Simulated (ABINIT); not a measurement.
# Quasiparticle gap of WS2 (Tungstenite) in ABINIT

Wanted: ground state, empty states, screening and self-energy for WS2 (Tungstenite).

Program: ABINIT 10.8.3. Level of theory: PBE and many-body steps on it, plane waves. Results are calculated unless marked as measured.

## 1. Set-up

It takes space group P6_3/mmc (No. 194, hexagonal). Conventional cell: a = 3.153 Å, b = 3.153 Å, c = 12.323 Å, α = 90.00°, β = 90.00°, γ = 120.00°. Nearest to W lie 6 S at 2.40 Å. S has 3 W at 2.40 Å nearest. Farther neighbours and most contacts between anions are not listed.

The cell and positions come from the Crystallography Open Database and are kept as given unless a step says otherwise. Spin-orbit coupling is left out unless a step names it.

## 2. Ground state

This step: ABINIT 10.8.3; DFT, PBE, plane waves, norm-conserving pseudopotentials.

The ground-state density comes first.

The input, run.abi:

```
acell 3*1.0 Angstrom
rprim 
  3.153199999992 0.000000000002 0.000000000000
  -1.576599999998 2.730751303206 0.000000000000
  0.000000000000 0.000000000000 12.323000000000
ntypat 2
znucl 74 16
natom 6
typat 1 1 2 2 2 2
xred 
  0.333333333333 0.666666666667 0.250000000000
  0.666666666667 0.333333333333 0.750000000000
  0.333333333333 0.666666666667 0.622500000000
  0.666666666667 0.333333333333 0.122500000000
  0.333333333333 0.666666666667 0.877500000000
  0.666666666667 0.333333333333 0.377500000000
pp_dirpath "pseudos"
pseudos "W.upf, S.upf"
ecut 31
ngkpt 6 6 2
nshiftk 1
shiftk 0 0 0
kptopt 1
chksymbreak 0
nband 33
occopt 1
tolvrs 1e-10
nstep 60
prtwf 0
indata_prefix "in"
outdata_prefix "out"
tmpdata_prefix "tmp"
```

Launch:

```
> OMP_NUM_THREADS=1 mpirun -n 4 abinit run.abi > log
```

Numbers of over 12 decimals in the logs are rounded to 6 here.

The program printed:

```text
.Version 10.8.3 of ABINIT. v10.8.2 released Aug 2026.

 Symmetries : space group P6_3/m m c (#194); Bravais hP (primitive hexag.)
================================================================================
 Values of the parameters that define the memory need of the present run
     intxc =       0    ionmov =       0      iscf =       7    lmnmax =       8
     lnmax =       8     mgfft =     120  mpssoang =       4    mqgrid =    5837
     natom =       6  nloc_mem =       1    nspden =       1   nspinor =       1
    nsppol =       1      nsym =      24    n1xccc =    2501    ntypat =       2
    occopt =       1   xclevel =       2
-    mband =          33        mffmem =           1         mkmem =           4
       mpw =        5944          nfft =      108000          nkpt =          14
================================================================================
  Rough estimation (10% accuracy) of disk space for files :
================================================================================

--------------------------------------------------------------------------------
------------- Echo of variables that govern the present computation ------------
--------------------------------------------------------------------------------
 -outvars: echo values of preprocessed input variables --------
            acell      1.8897261259E+00  1.8897261259E+00  1.8897261259E+00 Bohr

      chksymbreak           0
             ecut      3.10000000E+01 Hartree
-          fftalg         312

              ixc     -101130
              kpt      0.00000000E+00  0.00000000E+00  0.00000000E+00
                       1.66666667E-01  0.00000000E+00  0.00000000E+00
                       3.33333333E-01  0.00000000E+00  0.00000000E+00
                       5.00000000E-01  0.00000000E+00  0.00000000E+00
                       1.66666667E-01  1.66666667E-01  0.00000000E+00
                       3.33333333E-01  1.66666667E-01  0.00000000E+00
                       3.33333333E-01  3.33333333E-01  0.00000000E+00
                       0.00000000E+00  0.00000000E+00  5.00000000E-01
                       1.66666667E-01  0.00000000E+00  5.00000000E-01
                       3.33333333E-01  0.00000000E+00  5.00000000E-01
                       5.00000000E-01  0.00000000E+00  5.00000000E-01
[...]
kptrlatt        6    0    0      0    6    0      0    0    2
          kptrlen      3.57521065E+01
P           mkmem           4
            natom           6
            nband          33
            ngfft          30      30     120
             nkpt          14
            nstep          60
             nsym          24
           ntypat           2
              occ      2.000000  2.000000  2.000000  2.000000  2.000000  2.000000
                       2.000000  2.000000  2.000000  2.000000  2.000000  2.000000
                       2.000000  2.000000  2.000000  2.000000  2.000000  2.000000
                       2.000000  2.000000  2.000000  2.000000  2.000000  2.000000
                       2.000000  2.000000  0.000000  0.000000  0.000000  0.000000
[...]
prtwf           0
            rprim      3.1532000000E+00  2.0000000000E-12  0.0000000000E+00
[...]
spgroup         194

           tolvrs      1.00000000E-10

             xred      3.3333333333E-01  6.6666666667E-01  2.5000000000E-01
[...]
znucl       74.00000   16.00000

================================================================================

 chkinp: Checking input parameters for consistency.

================================================================================
== DATASET  1 ==================================================================
-   mpi_nproc: 4, omp_nthreads: 1 (-1 if OMP is not activated)

--- !DatasetInfo
iteration_state: {dtset: 1, }
dimensions: {natom: 6, nkpt: 14, mband: 33, nsppol: 1, nspinor: 1, nspden: 1, mpw: 5944, }
cutoff_energies: {ecut:  31.0, pawecutdg:  -1.0, }
electrons: {nelect:   5.20000000E+01, charge:   0.00000000E+00, occopt:   1.00000000E+00, tsmear:   1.00000000E-02, }

 Real(R)+Recip(G) space primitive vectors, cartesian coordinates (Bohr,Bohr^-1):
 R(1)=  5.9586844  0.0000000  0.0000000  G(1)=  0.1678223  0.0968922  0.0000000
 R(2)= -2.9793422  5.1603721  0.0000000  G(2)=  0.0000000  0.1937845  0.0000000
 R(3)=  0.0000000  0.0000000 23.2870950  G(3)=  0.0000000  0.0000000  0.0429422
 Unit cell volume ucvol=  7.1605555E+02 bohr^3
 Angles (23,13,12)=  9.00000000E+01  9.00000000E+01  1.20000000E+02 degrees

 getcut: wavevector=  0.0000  0.0000  0.0000  ngfft=  30  30 120
         ecut(hartree)=     31.000   => boxcut(ratio)=   2.01023

--- Pseudopotential description ------------------------------------------------
- W Generated using ONCVPSP code by D. R. Hamann
- 74.00000  14.00000  171031                  znucl, zion, pspdat
12 -101130 3 -1 1396                          pspcod,pspxc,lmax,lloc,mmax
     nproj     2     2     2     2
  pspatm : epsatm=   11.70739509
         --- l  ekb(1:nproj) -->
[...]
pspatm: atomic psp has been read  and splines computed

- S Generated using ONCVPSP code by D. R. Hamann
- 16.00000   6.00000  171031                  znucl, zion, pspdat
[...]
ETOT  8  -196.02959029387    -2.853E-09 5.135E-04 2.264E-06
 ETOT  9  -196.02959029410    -2.319E-10 1.853E-04 7.420E-08
 ETOT 10  -196.02959029411    -1.396E-11 4.535E-04 3.028E-09
 ETOT 11  -196.02959029411     3.951E-12 1.653E-04 3.322E-10
 ETOT 12  -196.02959029411    -4.292E-12 4.851E-04 6.888E-12

 At SCF step   12       vres2   =  6.89E-12 < tolvrs=  1.00E-10 =>converged.

 Cartesian components of stress tensor (hartree/bohr^3)
  sigma(1 1)= -1.47127000E-04  sigma(3 2)=  0.00000000E+00
  sigma(2 2)= -1.47127000E-04  sigma(3 1)=  0.00000000E+00
  sigma(3 3)= -1.47330013E-04  sigma(2 1)=  0.00000000E+00

--- !ResultsGS
iteration_state: {dtset: 1, }
comment   : Summary of ground state results
lattice_vectors:
- [  5.9586844,   0.0000000,   0.0000000, ]
- [ -2.9793422,   5.1603721,   0.0000000, ]
- [  0.0000000,   0.0000000,  23.2870950, ]
lattice_lengths: [   5.95868,    5.95868,   23.28710, ]
lattice_angles: [ 90.000,  90.000, 120.000, ] # degrees, (23, 13, 12)
lattice_volume:   7.1605555E+02
convergence: {deltae: -4.292E-12, res2:  6.888E-12, residm:  4.851E-04, diffor: null, }
etotal    :  -1.96029590E+02
entropy   :   0.00000000E+00
fermie    :   3.49444803E-01
cartesian_stress_tensor: # hartree/bohr^3
- [ -1.47127000E-04,   0.00000000E+00,   0.00000000E+00, ]
- [  0.00000000E+00,  -1.47127000E-04,   0.00000000E+00, ]
- [  0.00000000E+00,   0.00000000E+00,  -1.47330013E-04, ]
pressure_GPa:   4.3306E+00
xred      :
- [  3.3333E-01,   6.6667E-01,   2.5000E-01,  W]
- [  6.6667E-01,   3.3333E-01,   7.5000E-01,  W]
- [  3.3333E-01,   6.6667E-01,   6.2250E-01,  S]
- [  6.6667E-01,   3.3333E-01,   1.2250E-01,  S]
- [  3.3333E-01,   6.6667E-01,   8.7750E-01,  S]
- [  6.6667E-01,   3.3333E-01,   3.7750E-01,  S]
cartesian_forces: # hartree/bohr
- [  7.06071653E-30,   1.49471908E-29,  -0.00000000E+00, ]
- [ -1.27092898E-29,  -9.51184871E-30,  -1.80669085E-31, ]
- [  9.88500315E-30,   4.91898462E-29,  -2.40440500E-03, ]
- [  2.11821496E-29,   4.26674357E-29,  -2.40440500E-03, ]
- [ -1.41214331E-30,  -4.86463120E-29,   2.40440500E-03, ]
- [ -2.40064362E-29,  -4.86463120E-29,   2.40440500E-03, ]
force_length_stats: {min:   1.58755773E-29, max:   2.40440500E-03, mean:   1.60293667E-03, }

 Integrated electronic density in atomic spheres:
 ------------------------------------------------
 Atom  Sphere_radius  Integrated_density
[...]
================================================================================

 ----iterations are completed or convergence reached----

 Mean square residual over all n,k,spin=   29.308E-07; max=  48.513E-05
 reduced coordinates (array xred) for    6 atoms
[...]
0.666666666667      0.333333333333      0.750000000000
       0.333333333333      0.666666666667      0.622500000000
       0.666666666667      0.333333333333      0.122500000000
       0.333333333333      0.666666666667      0.877500000000
       0.666666666667      0.333333333333      0.377500000000
 rms dE/dt=  2.6395E-02; max dE/dt=  5.5992E-02; dE/dt below (all hartree)
    1      -0.000000000000     -0.000000000000      0.000000000000
    2       0.000000000000      0.000000000000      0.000000000000
    3      -0.000000000000     -0.000000000000      0.055991607767
    4      -0.000000000000     -0.000000000000      0.055991607767
    5       0.000000000000      0.000000000000     -0.055991607767
    6       0.000000000000      0.000000000000     -0.055991607767

 cartesian coordinates (angstrom) at end:
    1     -1.33e-12     1.820501     3.080750
    2      1.576600     0.910250     9.242250
    3     -1.33e-12     1.820501     7.671068
    4      1.576600     0.910250     1.509567
[...]
cartesian forces (hartree/bohr) at end:
[...]
frms,max,avg= 1.1334474E-03 2.4044050E-03   0.000E+00  0.000E+00  0.000E+00 h/b

 cartesian forces (eV/Angstrom) at end:
[...]
2     -0.000000    -0.000000    -0.000000
    3      0.000000     0.000000    -0.123639
    4      0.000000     0.000000    -0.123639
    5     -0.000000    -0.000000     0.123639
    6     -0.000000    -0.000000     0.123639
 frms,max,avg= 5.8284208E-02 1.2363948E-01   0.000E+00  0.000E+00  0.000E+00 e/A
 length scales=  1.889726125908  1.889726125908  1.889726125908 bohr
              =  1.000000000000  1.000000000000  1.000000000000 angstroms
 prteigrs : about to open file out_EIG
 Fermi (or HOMO) energy (hartree) =   0.34944   Average Vxc (hartree)=  -0.41084
 Eigenvalues (hartree) for nkpt=  14  k points:
 kpt#   1, nband= 33, wtk=  0.01389, kpt=  0.0000  0.0000  0.0000 (reduced coord)
  -2.39287   -2.39287   -1.07959   -1.07958   -1.07265   -1.07265   -1.07265   -1.07265
  -0.22539   -0.21688   -0.16868   -0.15256    0.06843    0.10714    0.20801    0.22170
   0.22170    0.22222    0.22222    0.26709    0.26709    0.26906    0.26906    0.29374
   0.30457    0.34944    0.43436    0.43442    0.43474    0.43539    0.43621    0.43925
   0.44308
 prteigrs : prtvol=0 or 1, do not print more k-points.

--- !EnergyTerms
iteration_state     : {dtset: 1, }
comment             : Components of total free energy in Hartree
kinetic             :  5.62979939841233E+01
hartree             :  5.12043006772170E+01
xc                  : -4.59534279595050E+01
Ewald energy        : -1.20345391836037E+02
psp_core            :  4.31999703190776E+00
local_psp           : -1.72738556694186E+02
non_local_psp       :  3.11854945023664E+01
total_energy        : -1.96029590294114E+02
total_energy_eV     : -5.33423689713455E+03
band_energy         : -1.79620718601513E+01

 Cartesian components of stress tensor (hartree/bohr^3)
  sigma(1 1)= -1.47127000E-04  sigma(3 2)=  0.00000000E+00
  sigma(2 2)= -1.47127000E-04  sigma(3 1)=  0.00000000E+00
  sigma(3 3)= -1.47330013E-04  sigma(2 1)=  0.00000000E+00

-Cartesian components of stress tensor (GPa)         [Pressure=  4.3306E+00 GPa]
- sigma(1 1)= -4.32862579E+00  sigma(3 2)=  0.00000000E+00
- sigma(2 2)= -4.32862579E+00  sigma(3 1)=  0.00000000E+00
- sigma(3 3)= -4.33459863E+00  sigma(2 1)=  0.00000000E+00

== END DATASET(S) ==============================================================
================================================================================

 -outvars: echo values of variables after computation  --------
           etotal     -1.9602959029E+02
            nband          33
             nkpt          14
          spgroup         194
 [... the other variables as echoed above ...]

 Calculation completed.
```

Wall time 43 s (4 MPI ranks of Arm Neoverse V1, shared host); peak memory 0.37 GiB; 2.8 min of CPU time.

Numbers from this step:

- total energy: -5334.2369 eV
- gap: 0.9807 eV
- k of the valence top: 0, 0, 0
- k of the conduction bottom: 0.1667, 0.1667, 0
- least direct gap: 1.837 eV
- pressure: 4.331 GPa

The gap is indirect, with the least direct gap 0.86 eV higher.

The cutoff was set for levels, not for stress, so the pressure can be off by some GPa.

## 3. Empty states on the mesh, 3×3×1 mesh, 166 bands

The sums over transitions need many empty states on a uniform mesh; this step solves for them.

run.abi: that of step 2 with these lines changed.

```diff
@@ -19,3 +19,3 @@
 ecut 31
-ngkpt 6 6 2
+ngkpt 3 3 1
 nshiftk 1
@@ -24,7 +24,10 @@
 chksymbreak 0
-nband 33
-occopt 1
-tolvrs 1e-10
+iscf -2
+irdden 1
+istwfk *1
+nband 166
+nbdbuf 14
+tolwfr 1e-09
 nstep 60
-prtwf 0
+prtvol 0
 indata_prefix "in"
```

Launch:

```
> OMP_NUM_THREADS=1 mpirun -n 3 abinit run.abi > log
```

The program printed:

```text
.Version 10.8.3 of ABINIT. v10.8.2 released Aug 2026.

 Symmetries : space group P6_3/m m c (#194); Bravais hP (primitive hexag.)
[... echo of the input left out ...]
== DATASET  1 ==================================================================
-   mpi_nproc: 3, omp_nthreads: 1 (-1 if OMP is not activated)

--- !DatasetInfo
iteration_state: {dtset: 1, }
dimensions: {natom: 6, nkpt: 3, mband: 166, nsppol: 1, nspinor: 1, nspden: 1, mpw: 5917, }
cutoff_energies: {ecut:  31.0, pawecutdg:  -1.0, }
electrons: {nelect:   5.20000000E+01, charge:   0.00000000E+00, occopt:   1.00000000E+00, tsmear:   1.00000000E-02, }

 Real(R)+Recip(G) space primitive vectors, cartesian coordinates (Bohr,Bohr^-1):
 R(1)=  5.9586844  0.0000000  0.0000000  G(1)=  0.1678223  0.0968922  0.0000000
 R(2)= -2.9793422  5.1603721  0.0000000  G(2)=  0.0000000  0.1937845  0.0000000
 R(3)=  0.0000000  0.0000000 23.2870950  G(3)=  0.0000000  0.0000000  0.0429422
 Unit cell volume ucvol=  7.1605555E+02 bohr^3
 Angles (23,13,12)=  9.00000000E+01  9.00000000E+01  1.20000000E+02 degrees

 getcut: wavevector=  0.0000  0.0000  0.0000  ngfft=  30  30 120
         ecut(hartree)=     31.000   => boxcut(ratio)=   2.01023

--- Pseudopotential description ------------------------------------------------
- W Generated using ONCVPSP code by D. R. Hamann
- 74.00000  14.00000  171031                  znucl, zion, pspdat
12 -101130 3 -1 1396                          pspcod,pspxc,lmax,lloc,mmax
     nproj     2     2     2     2
  pspatm : epsatm=   11.70739509
         --- l  ekb(1:nproj) -->
             0   12.992056    1.844411
             1    9.080024    1.409692
             2    4.470007    0.514403
[...]
pspatm: atomic psp has been read  and splines computed

- S Generated using ONCVPSP code by D. R. Hamann
- 16.00000   6.00000  171031                  znucl, zion, pspdat
12 -101130 2 -1 1146                          pspcod,pspxc,lmax,lloc,mmax
     nproj     2     2     2     0
  pspatm : epsatm=    9.01821529
         --- l  ekb(1:nproj) -->
[...]
pspatm: atomic psp has been read  and splines computed

--------------------------------------------------------------------------------

================================================================================
 prteigrs : about to open file out_EIG
 Non-SCF case, kpt    1 (  0.00000  0.00000  0.00000), residuals and eigenvalues=
  4.79E-10  8.33E-10  7.66E-10  3.17E-10  2.03E-10  8.23E-10  2.57E-10  9.88E-10
  3.94E-10  3.82E-10  6.48E-10  4.95E-10  2.55E-10  1.82E-10  2.78E-10  2.53E-10
  3.15E-10  2.33E-10  8.23E-10  1.22E-10  3.43E-10  1.58E-10  2.67E-10  1.70E-10
[...]
2.95E-08  5.95E-07  8.04E-07  5.81E-05  2.57E-05  1.56E-04
 -2.3929E+00 -2.3929E+00 -1.0796E+00 -1.0796E+00 -1.0726E+00 -1.0726E+00
 -1.0726E+00 -1.0726E+00 -2.2539E-01 -2.1688E-01 -1.6868E-01 -1.5256E-01
[...]
2.4417E+00  2.4487E+00  2.4590E+00  2.4590E+00  2.4608E+00  2.4608E+00
  2.4834E+00  2.5015E+00  2.5062E+00  2.5341E+00
 prteigrs : prtvol=0 or 1, do not print more k-points.

--- !ResultsGS
iteration_state: {dtset: 1, }
comment   : Summary of ground state results
lattice_vectors:
- [  5.9586844,   0.0000000,   0.0000000, ]
- [ -2.9793422,   5.1603721,   0.0000000, ]
- [  0.0000000,   0.0000000,  23.2870950, ]
lattice_lengths: [   5.95868,    5.95868,   23.28710, ]
lattice_angles: [ 90.000,  90.000, 120.000, ] # degrees, (23, 13, 12)
lattice_volume:   7.1605555E+02
convergence: {deltae:  0.000E+00, res2:  0.000E+00, residm:  9.884E-10, diffor:  0.000E+00, }
etotal    :  -1.96029590E+02
entropy   :   0.00000000E+00
fermie    :   3.49444803E-01
cartesian_stress_tensor: null
pressure_GPa: null
xred      :
- [  3.3333E-01,   6.6667E-01,   2.5000E-01,  W]
- [  6.6667E-01,   3.3333E-01,   7.5000E-01,  W]
- [  3.3333E-01,   6.6667E-01,   6.2250E-01,  S]
- [  6.6667E-01,   3.3333E-01,   1.2250E-01,  S]
- [  3.3333E-01,   6.6667E-01,   8.7750E-01,  S]
- [  6.6667E-01,   3.3333E-01,   3.7750E-01,  S]
cartesian_forces: null
force_length_stats: {min: null, max: null, mean: null, }

 Integrated electronic density in atomic spheres:
 ------------------------------------------------
 Atom  Sphere_radius  Integrated_density
[...]
================================================================================

 ----iterations are completed or convergence reached----

 Mean square residual over all n,k,spin=   47.217E-11; max=  98.837E-11
 reduced coordinates (array xred) for    6 atoms
[...]
0.333333333333      0.666666666667      0.877500000000
       0.666666666667      0.333333333333      0.377500000000

 cartesian coordinates (angstrom) at end:
    1     -1.33e-12     1.820501     3.080750
    2      1.576600     0.910250     9.242250
    3     -1.33e-12     1.820501     7.671068
    4      1.576600     0.910250     1.509567
    5     -1.33e-12     1.820501    10.813432
    6      1.576600     0.910250     4.651933
 length scales=  1.889726125908  1.889726125908  1.889726125908 bohr
              =  1.000000000000  1.000000000000  1.000000000000 angstroms
 prteigrs : about to open file out_EIG
 Eigenvalues (hartree) for nkpt=   3  k points:
 kpt#   1, nband=166, wtk=  0.11111, kpt=  0.0000  0.0000  0.0000 (reduced coord)
[...]
2.32247    2.32247    2.36662    2.38431    2.40443    2.41242    2.41242    2.41414
   2.41414    2.41953    2.41953    2.43000    2.44167    2.44874    2.45900    2.45900
   2.46079    2.46079    2.48336    2.50155    2.50616    2.53409
 prteigrs : prtvol=0 or 1, do not print more k-points.

== END DATASET(S) ==============================================================
================================================================================

 -outvars: echo values of variables after computation  --------
            nband         166
             nkpt           3
          spgroup         194
 [... the other variables as echoed above ...]

 Calculation completed.
```

Run time: 53 s. Hardware: 3 MPI ranks; peak memory 0.29 GiB.

Numbers from this step:

* gap: 1.305 eV
* k of the valence top: 0, 0, 0
* k of the conduction bottom: 0.3333, 0.3333, 0
* least direct gap: 1.837 eV
* k points computed: 3
* lowest point of the top converged band, above the valence top: 53.9991 eV

On this mesh the gap is 1.305 eV. The earlier step found 0.981 eV, so this mesh misses an edge.

(Continued in part 2 of 2.)

[Paths, hosts, dates, memory and timing lines, banners, echoed tables and standing remarks are left out of the program output.]

[Logs are printed without paths, hosts, clocks, repeated set-up lines and the standing remarks that a program may print on its own settings, such as how far it seeks lower states.]

[Runs of the session that timed out or met a known fault of the program may be left out.]

[Hosts, paths, dates, database ids (printed as entryN), source tags and the programs' standing remarks are cut or masked in the printed files.]

[G0W0 gaps are taken among the corrected bands and points alone; a level outside them can change the order at an edge.]

[Where Ansatz stands beside ABINIT at settings called matched, ABINIT's density can come from a denser mesh and the files from another edition; pairs whose starting gaps differed by over 0.03 eV were left out, so agreement reads better than it is.]
